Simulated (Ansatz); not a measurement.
# How fast states decay through LiNbBr6, part 2 of 3

Aim: relax a made-up compound, LiNbBr6, and see how good a tunnel barrier it would be. It is built by putting Br for F, Nb for Ta in the LiTaF6 structure of space group R-3, with the volume rescaled by atomic radii. The parent structure comes from the Materials Project.

Ansatz 0.2.0; PBE DFT, plane waves, PAW files (the session's first sound run).

So far. Step 2 (Cell and atoms at rest): The largest force component on a free atom ends at 7.8e-4 eV/Å.

The structure was built from a prototype and need not be the compound's stable phase.

## Step 3: Band edges

The energy window and the wavevectors of the next steps follow from the band edges, so these are searched first, off the mesh as well.

input.yaml

```yaml
crystal:
  lattice:
    - [3.4068724915, 1.9669587501, 6.0631918931]
    - [-3.4068724915, 1.9669587501, 6.0631918931]
    - [0.0, -3.9339175001, 6.0631918931]
  atoms:
    - { symbol: Li, position: [0.5, 0.5, 0.5] }
    - { symbol: Nb, position: [0.0, 0.0, 0.0] }
    - { symbol: Br, position: [0.6201047751, 0.2309393327, 0.9085398643] }
    - { symbol: Br, position: [0.2309393327, 0.9085398643, 0.6201047751] }
    - { symbol: Br, position: [0.9085398643, 0.6201047751, 0.2309393327] }
    - { symbol: Br, position: [0.3798952249, 0.7690606673, 0.0914601357] }
    - { symbol: Br, position: [0.7690606673, 0.0914601357, 0.3798952249] }
    - { symbol: Br, position: [0.0914601357, 0.3798952249, 0.7690606673] }
kpoints:
  mp_grid: { grid: [4, 4, 4] }
  band_path: { path: [VBM, CBM], npoints: 30 }
scf:
  occupations: { method: fixed }
hamiltonian:
  xc: pbe
output:
  eigenvalues: true
  write_potential: true
  write_density: true
  volumetric_format: npy
```

Run with:

```sh
ansatz run input.yaml --threads 2 --pin off --max-ram 4096MiB --backend cpu --events-out ev --progress --plain --runs-dir out
```

Numbers of over 12 decimals in the logs are rounded to 6 here.

The log of the run:

```text
[...]
Crystal: 8 atoms, lattice volume = 243.783 Å³
Basis set: ecut = 420 eV, 4773 PW (Γ)
Bands: 37, of which v1, the nominal top of the filled ones, is band 29 counted from 1 (28 counted from 0)
Symmetry: 6 space group operations
[...]
k-points: 14 of 64
[...]
SCF iter   1: F=—  HF=-21464.109896 eV  |F-HF|=—  |Δ(HF+E_count)|=         —  Δρ=8.58e-4  dr2=1.03e-3  ethr=1.77e-3  ⟨swp⟩=5.9  Hψ=2157  notcnv=0  defer=78
[...]
SCF iter   6: F=-21464.110693 eV  HF=-21464.110693 eV  |F-HF|=1.66e-8  |Δ(HF+E_count)|=   1.29e-6  Δρ=4.34e-6  dr2=1.00e-7  ethr=1.72e-10  ⟨swp⟩=13.6  Hψ=2796  notcnv=0
SCF 1 converged in 6 iterations: F = -21464.110693 eV  dr2 = 1.00e-7
[...]
NSCF: frozen V_eff on 40 k-points
[...]
SCF converged after 6 iterations
Free energy (F): -21464.110693 eV
[...]
Internal energy: -21464.110693 eV  (E = F + TS)
E sigma→0 (E₀):  -21464.110693 eV
Fermi energy:    2.106979 eV
[...]
--- Band table (eV; the first three rows and the last of 14) ---
  k-point 0: bands = [... 25 lower, 1.8633, 1.9570, 1.9570, 2.1070, 3.6097, 3.7919, 3.7919, 6.3672, ... 4 higher]
  k-point 1: bands = [... 25 lower, 1.6971, 1.9006, 1.9609, 2.0230, 3.6806, 3.7319, 3.9161, 6.1654, ... 4 higher]
  k-point 2: bands = [... 25 lower, 1.7155, 1.8017, 1.8528, 1.9003, 3.5424, 3.7621, 4.0622, 5.9813, ... 4 higher]
  k-point 13: bands = [... 25 lower, 1.8325, 1.8325, 1.8389, 1.8389, 3.8216, 3.8967, 3.8967, 6.0667, ... 4 higher]
```

The job ended after 18 s (2 threads of Arm Neoverse V2, shared host; peak memory 0.51 GiB; 36 s of CPU time).

This step gave:

```
free energy         : -21464.1107 eV
Fermi energy        : 2.107 eV
gap on the k-mesh   : 1.435 eV
gap on path         : 1.435 eV, by band count; negative where bands overlap
direct gap on path  : 1.503 eV
edge places on path : 0, 0.5597 1/A along the path
```

Electronic bands along the path, in eV, zero at the Fermi level (highest filled level under fixed occupations); v1 is the highest filled band, c1 the lowest empty one:

| point | v4 | v3 | v2 | v1 | c1 | c2 | c3 | c4 |
| --- | --- | --- | --- | --- | --- | --- | --- | --- |
| VBM | -0.24 | -0.15 | -0.15 | 0.00 | 1.50 | 1.68 | 1.68 | 4.26 |
| halfway | -0.41 | -0.21 | -0.15 | -0.08 | 1.57 | 1.62 | 1.81 | 4.06 |
| CBM | -0.39 | -0.31 | -0.25 | -0.21 | 1.44 | 1.66 | 1.96 | 3.87 |

The searched edges give 1.44 eV, as on the mesh.

## Step 4: Decaying states in the gap, plane (001), k-mesh 6×6×6

This step: PBE DFT, plane waves, PAW files; complex bands by layer matching along the plane's normal (Ansatz 0.2.0).

The same crystal is laid in a cell whose first two vectors span the (001) plane (indices of the standard conventional cell, whose axes can be ordered otherwise than in the bulk input). At fixed energy and wavevector in the plane the solver finds all kz, real and complex. A few wavevectors are listed, (0, 0) and (-0.5, -0.5) in units of the plane's reciprocal vectors; the slowest state needn't be among them.

input.yaml

```yaml
crystal:
  lattice:
    - [6.813744983, 0.0, 0.0]
    - [3.406872492, 5.90087625, 0.0]
    - [3.406872492, -1.96695875, 6.063191893]
  atoms:
    - { symbol: Li, position: [0.0, 0.5, 0.5] }
    - { symbol: Nb, position: [0.0, 0.0, 0.0] }
    - { symbol: Br, position: [0.8510441078, 0.7690606673, 0.2404160279] }
    - { symbol: Br, position: [0.139479197, 0.0914601357, 0.2404160279] }
    - { symbol: Br, position: [0.5286446394, 0.3798952249, 0.2404160279] }
    - { symbol: Br, position: [0.1489558922, 0.2309393327, 0.7595839721] }
    - { symbol: Br, position: [0.860520803, 0.9085398643, 0.7595839721] }
    - { symbol: Br, position: [0.4713553606, 0.6201047751, 0.7595839721] }
kpoints:
  mp_grid: { grid: [6, 6, 6] }
scf:
  occupations: { method: fixed }
hamiltonian:
  xc: pbe
output:
  eigenvalues: true
  transmission:
    leads: [[0, 0]]
    kpoints: [[0.0, 0.0], [-0.5, -0.5]]
    e_range: [-1.0, 2.44]
    de: 0.09
```

The log of the run:

```text
[...]
Crystal: 8 atoms, lattice volume = 243.783 Å³
Basis set: ecut = 420 eV, 4773 PW (Γ)
Bands: 37, of which v1, the nominal top of the filled ones, is band 29 counted from 1 (28 counted from 0)
Symmetry: 6 space group operations
[...]
k-points: 40 of 216
[...]
SCF iter   1: F=—  HF=-21464.111114 eV  |F-HF|=—  |Δ(HF+E_count)|=         —  Δρ=8.51e-4  dr2=1.01e-3  ethr=1.77e-3  ⟨swp⟩=6.0  Hψ=6205  notcnv=0  defer=223
[...]
SCF iter   7: F=-21464.111964 eV  HF=-21464.111964 eV  |F-HF|=1.15e-8  |Δ(HF+E_count)|=   4.22e-8  Δρ=1.72e-6  dr2=1.72e-8  ethr=1.72e-10  ⟨swp⟩=14.1  Hψ=6693  notcnv=0
SCF 1 converged in 7 iterations: F = -21464.111964 eV  dr2 = 1.72e-8
[...]
transmission: 13 of 26 steps passed
transmission: 26 of 26 steps passed
SCF converged after 7 iterations
Free energy (F): -21464.111964 eV
[...]
Internal energy: -21464.111964 eV  (E = F + TS)
E sigma→0 (E₀):  -21464.111964 eV
Fermi energy:    2.106646 eV
[...]
--- Band table (eV; the first three rows and the last of 40) ---
  k-point 0: bands = [... 25 lower, 1.8630, 1.9567, 1.9567, 2.1066, 3.6105, 3.7927, 3.7927, 6.3679, ... 4 higher]
  k-point 1: bands = [... 25 lower, 1.8768, 1.8768, 1.9752, 1.9752, 3.6960, 3.8256, 3.8256, 6.2801, ... 4 higher]
  k-point 2: bands = [... 25 lower, 1.8345, 1.8345, 1.9293, 1.9293, 3.7926, 3.8772, 3.8772, 6.1307, ... 4 higher]
  k-point 39: bands = [... 25 lower, 1.5843, 1.8220, 1.8909, 1.9426, 3.7506, 3.7997, 4.0000, 6.0587, ... 4 higher]
--- Transmission ---
  basis      : 361 plane waves across, 13 finite elements along
  points     : 2, as listed
  energies   : 39 from -1.000000 to 2.420000 eV about the Fermi level, 0.090000 eV apart; the leads are filled to 0.718284 eV, and channels, transmission and decay are at 0.710000 eV
  crystal 0  : Br6Nb1Li1, at the sites [0, 0], period 6.0632 Å: whole cells are its period
    offset         : up to 0.0000 Å between an atom of the period and one for which it stands
    channels       : 0.000000e0 a spin
    conductance    : none, the energies end too early or step too widely for 300 K: set another output.transmission.e_range or a lower de, or, where they end at an eighth of basis.ecutwfc, a higher one
    slowest decay  : 0.1938 /Å at (0.0000, 0.0000)
```

The job ended after 94 s (2 threads; peak memory 1.4 GiB; 2.7 min of CPU time).

This step gave:

```
free energy                                               : -21464.1120 eV
gap on the k-mesh                                         : 1.437 eV
level to which the leads are filled                       : 0.7183 eV from the Fermi level
decay constant at the filling level, zone centre          : 0.1938 Å⁻¹
decay constant at the filling level, slowest listed point : 0.1938 Å⁻¹
```

K parallel (0, 0); values up to 1.5 1/Å, a degenerate pair printed once or twice; energies at which all values exceed this have no row. The Im kz of the slowest decaying states by energy, zero at the highest filled level on the SCF mesh:

```csv
energy (eV),decay 1 (Å⁻¹),decay 2 (Å⁻¹),decay 3 (Å⁻¹),decay 4 (Å⁻¹)
-1.00,0.131,0.157,0.251,0.661
-0.82,0.0693,0.186,0.239,0.591
-0.73,0.201,0.222,0.550,1.30
-0.55,0.202,0.339,0.445,1.29
-0.46,0.0473,0.192,0.369,0.372
-0.28,0.0762,0.421,1.27,1.35
-0.19,0.102,0.440,1.27,1.34
-0.01,0.201,0.303,0.471,1.25
0.08,0.0776,0.253,0.340,0.485
0.26,0.134,0.323,0.375,0.507
0.35,0.152,0.350,0.382,0.517
0.53,0.178,0.389,0.393,0.534
0.62,0.187,0.389,0.410,0.541
0.80,0.199,0.385,0.437,0.553
0.89,0.202,0.382,0.448,0.559
1.07,0.200,0.370,0.464,0.464
1.16,0.194,0.360,0.470,0.571
1.34,0.162,0.331,0.477,0.576
1.43,0.122,0.308,0.478,0.577
1.61,0.208,0.473,0.577,0.843
1.70,0.464,0.573,0.784,1.08
1.88,0.354,0.427,0.459,0.647
1.97,0.425,0.457,0.481,0.647
2.15,0.444,0.521,0.544,0.631
2.24,0.453,0.535,0.572,0.624
2.42,0.469,0.516,0.585,0.617
```

K parallel (-0.5, -0.5); values up to 1.5 1/Å, a degenerate pair printed once or twice; energies at which all values exceed this have no row. The Im kz of the slowest decaying states by energy, zero at the highest filled level on the SCF mesh:

```
energy (eV)  decay 1 (Å⁻¹)  decay 2 (Å⁻¹)  decay 3 (Å⁻¹)  decay 4 (Å⁻¹)
      -1.00          0.241          0.285          0.294          0.308
      -0.82         0.0736          0.269          0.285          0.310
      -0.64          0.154          0.207          0.227          0.328
      -0.46         0.0721         0.0745          0.127          0.161
      -0.28         0.0111         0.0471         0.0829          0.360
      -0.10          0.110          0.125          0.224          0.254
      -0.01          0.142          0.208          0.232          0.267
       0.17          0.182          0.228          0.303          0.333
       0.35          0.207          0.246          0.346          0.381
       0.53          0.222          0.258          0.358          0.375
       0.71          0.230          0.263          0.346          0.397
       0.89          0.231          0.262          0.332          0.412
       1.07          0.224          0.252          0.309          0.422
       1.25          0.205          0.230          0.262          0.426
       1.43         0.0622          0.177          0.181          0.421
       1.52         0.0995          0.144          0.411          0.517
       1.70          0.367          0.398          0.517          0.560
       1.88          0.424          0.478          0.510          0.561
       2.06          0.106          0.252          0.448          0.488
       2.24          0.305          0.422          0.464          0.512
       2.42          0.427          0.428          0.469          0.555
```

At the listed wavevectors the last open channel is at -0.01 eV and the next at +1.52 eV on the grid. At +0.71 eV, the grid energy nearest the filling level (the middle of the gap on the SCF mesh), the slowest state at the listed wavevectors decays with κ = 0.194 Å⁻¹, its amplitude falling by e over 5.2 Å. Through 1 nm of this crystal that state's transmission falls by exp(−2 × 0.194 Å⁻¹ × 10 Å) = 0.021.

## Step 5: Decaying states in the gap, plane (101), k-mesh 4×4×4

The same for the (101) plane, at (0, 0) and (0, -0.5), to see how the decay depends on direction.

input.yaml

```yaml
crystal:
  lattice:
    - [7.227586238, 0.0, 0.0]
    - [3.211799843, 6.00928136, 0.0]
    - [3.211799843, 2.146330208, 5.612907366]
  atoms:
    - { symbol: Li, position: [0.5, 0.5, 0.5] }
    - { symbol: Nb, position: [0.0, 0.0, 0.0] }
    - { symbol: Br, position: [0.7595839721, 0.7690606673, 0.0914601357] }
    - { symbol: Br, position: [0.7595839721, 0.0914601357, 0.3798952249] }
    - { symbol: Br, position: [0.7595839721, 0.3798952249, 0.7690606673] }
    - { symbol: Br, position: [0.2404160279, 0.2309393327, 0.9085398643] }
    - { symbol: Br, position: [0.2404160279, 0.9085398643, 0.6201047751] }
    - { symbol: Br, position: [0.2404160279, 0.6201047751, 0.2309393327] }
kpoints:
  mp_grid: { grid: [4, 4, 4] }
scf:
  occupations: { method: fixed }
hamiltonian:
  xc: pbe
output:
  eigenvalues: true
  transmission:
    leads: [[0, 0]]
    kpoints: [[0.0, 0.0], [0.0, -0.5]]
    e_range: [-1.0, 2.44]
    de: 0.09
```

The log of the run:

```text
[...]
Crystal: 8 atoms, lattice volume = 243.783 Å³
Basis set: ecut = 420 eV, 4773 PW (Γ)
Bands: 37, of which v1, the nominal top of the filled ones, is band 29 counted from 1 (28 counted from 0)
Symmetry: 6 space group operations
[...]
k-points: 14 of 64
[...]
SCF iter   1: F=—  HF=-21464.109306 eV  |F-HF|=—  |Δ(HF+E_count)|=         —  Δρ=8.57e-4  dr2=1.02e-3  ethr=1.77e-3  ⟨swp⟩=5.8  Hψ=2116  notcnv=0  defer=77
[...]
SCF iter   7: F=-21464.110817 eV  HF=-21464.110817 eV  |F-HF|=1.96e-8  |Δ(HF+E_count)|=   6.53e-8  Δρ=2.13e-6  dr2=2.81e-8  ethr=1.72e-10  ⟨swp⟩=14.1  Hψ=2286  notcnv=0
SCF 1 converged in 7 iterations: F = -21464.110817 eV  dr2 = 2.81e-8
[...]
transmission: 14 of 28 steps passed
transmission: 28 of 28 steps passed
SCF converged after 7 iterations
Free energy (F): -21464.110817 eV
[...]
Internal energy: -21464.110817 eV  (E = F + TS)
E sigma→0 (E₀):  -21464.110817 eV
Fermi energy:    2.106966 eV
[...]
--- Band table (eV; the first three rows and the last of 14) ---
  k-point 0: bands = [... 25 lower, 1.8633, 1.9570, 1.9570, 2.1070, 3.6097, 3.7919, 3.7919, 6.3672, ... 4 higher]
  k-point 1: bands = [... 25 lower, 1.6971, 1.9006, 1.9609, 2.0230, 3.6806, 3.7319, 3.9162, 6.1655, ... 4 higher]
  k-point 2: bands = [... 25 lower, 1.7155, 1.8017, 1.8528, 1.9002, 3.5424, 3.7621, 4.0622, 5.9813, ... 4 higher]
  k-point 13: bands = [... 25 lower, 1.8325, 1.8325, 1.8389, 1.8389, 3.8216, 3.8967, 3.8967, 6.0667, ... 4 higher]
--- Transmission ---
  basis      : 387 plane waves across, 14 finite elements along
  points     : 2, as listed
[...]
crystal 0  : Br6Nb1Li1, at the sites [0, 0], period 5.6129 Å: whole cells are its period
[...]
channels       : 0.000000e0 a spin
[...]
slowest decay  : 0.2481 /Å at (0.0000, -0.5000)
```

It took 1.9 min on 2 threads; peak memory 1.6 GiB.

This step gave:

* free energy: -21464.1108 eV
* gap on the k-mesh: 1.435 eV
* level to which the leads are filled: 0.7177 eV from the Fermi level
* decay constant at the filling level, zone centre: 0.2549 Å⁻¹
* decay constant at the filling level, slowest listed point: 0.2481 Å⁻¹

(Continued in part 3 of 3.)

[Logs are printed without paths, hosts, clocks, repeated set-up lines and the standing remarks that a program may print on its own settings, such as how far it seeks lower states.]

[Hosts, paths, dates, database ids (printed as entryN), source tags and the programs' standing remarks are cut or masked in the printed files.]
